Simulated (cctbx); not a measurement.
# Accept or mend?

Cell a = 6.4780 Å, b = 6.9010 Å, c = 6.6110 Å, α = 90.00°, β = 97.78°, γ = 90.00°; space group P2_1/c (no. 14). The compound is MgIF.

The data are simulated with cctbx, not measured: Ag Kα, λ = 0.56087 Å, to d = 0.84 Å, 50 % of the full sphere, strongest reflection 70000 counts, noise from counting, a 1.5 % proportional error and a noise floor of 2 counts (s.d.); no absorption.

An anisotropic refinement with weights 1/σ² prints:

```text
Rint 0.011, 480 unique reflections to 0.84 A
cycle     R1     wR2    GooF  max shift (A)
   1  0.1021  0.2986  18.375   0.00875
   3  0.0282  0.0818   5.036   0.00001
final R1 0.0282 wR2 0.0818 GooF 5.036  parameters 27  data/parameter 17.8
atom        x        y        z      Ueq    occ   su(xyz)  su(Uiso or U11)
I1     0.39563  0.39042  0.72433   0.0110  1.000  0.00007  0.0004
F1     0.20965  0.06292  0.80152  -0.0095  1.000  0.00046  0.0014  NPD
Mg1    0.92399  0.22645  0.49734   0.0476  1.000  0.00065  0.0025
difference map: max 1.97 min -1.33 rms 0.26
Q1    0.2110  0.1005  0.7978    4    2.03  0.26 A from F1
Q2    0.9835  0.1197  0.9221    4    0.50  1.25 A from Mg1
Q3    0.0196  0.9864  0.1422    4    0.49  1.61 A from F1
Q4    0.3324  0.2389  0.8627    4    0.42  1.48 A from F1
Q5    0.1019  0.6802  0.8318    4    0.41  1.21 A from Mg1
Q6    0.4230  0.5270  0.6234    4    0.41  1.18 A from I1
```

Q: Accept it or mend it, and why?

Mend it. The fault: elements exchanged: Mg1 is F and F1 is Mg. Against the right model at the same level, R1 goes from 0.0064 to 0.0282 and GooF from 0.93 to 5.04, U of F1 shrinks from 0.0195 to -0.0095 Å², U of Mg1 swells from 0.0146 to 0.0476 Å², the top difference peak, 2.0 e/Å³, lies on F1, a hole of -1.3 e/Å³ opens and F1 goes non-positive-definite. Mg1 has 3 electrons too many and its U swells to shed them, as expected; F1 has 3 electrons too few and its U shrinks to make up, as expected.

The compound is MgIF. The right model at the same level gives:

```text
Rint 0.011, 480 unique reflections to 0.84 A
cycle     R1     wR2    GooF  max shift (A)
   1  0.0287  0.0944   5.811   0.00548
   2  0.0064  0.0152   0.934   0.00000
final R1 0.0064 wR2 0.0152 GooF 0.934  parameters 27  data/parameter 17.8
atom        x        y        z      Ueq    occ   su(xyz)  su(Uiso or U11)
I1     0.39559  0.39041  0.72428   0.0109  1.000  0.00001  0.0001
Mg1    0.20933  0.06382  0.80148   0.0195  1.000  0.00009  0.0003
F1     0.92487  0.22627  0.49717   0.0146  1.000  0.00012  0.0004
difference map: max 0.26 min -0.24 rms 0.06
Q1    0.2975  0.6134  0.7631    4    0.27  1.70 A from I1
Q2    0.0860  0.6717  0.7939    4    0.27  1.44 A from F1
Q3    0.0410  0.6099  0.5698    4    0.21  1.24 A from F1
Q4    0.3173  0.2082  0.8353    4    0.19  1.22 A from Mg1
Q5    0.4692  0.5726  0.6663    4    0.18  1.42 A from I1
Q6    0.3285  0.0543  0.8196    4    0.17  0.77 A from Mg1
```

Isotropic U is held between 0.0001 and 1 Å² by the program, and listed peak heights are interpolated, so they can pass the grid's maximum.

This is a model crystal, built by substitution and not relaxed, with assumed displacement parameters.

[Middle refinement cycles are left out of these outputs.]

[Logs are printed without paths, hosts, clocks, repeated set-up lines and the standing remarks that a program may print on its own settings, such as how far it seeks lower states.]
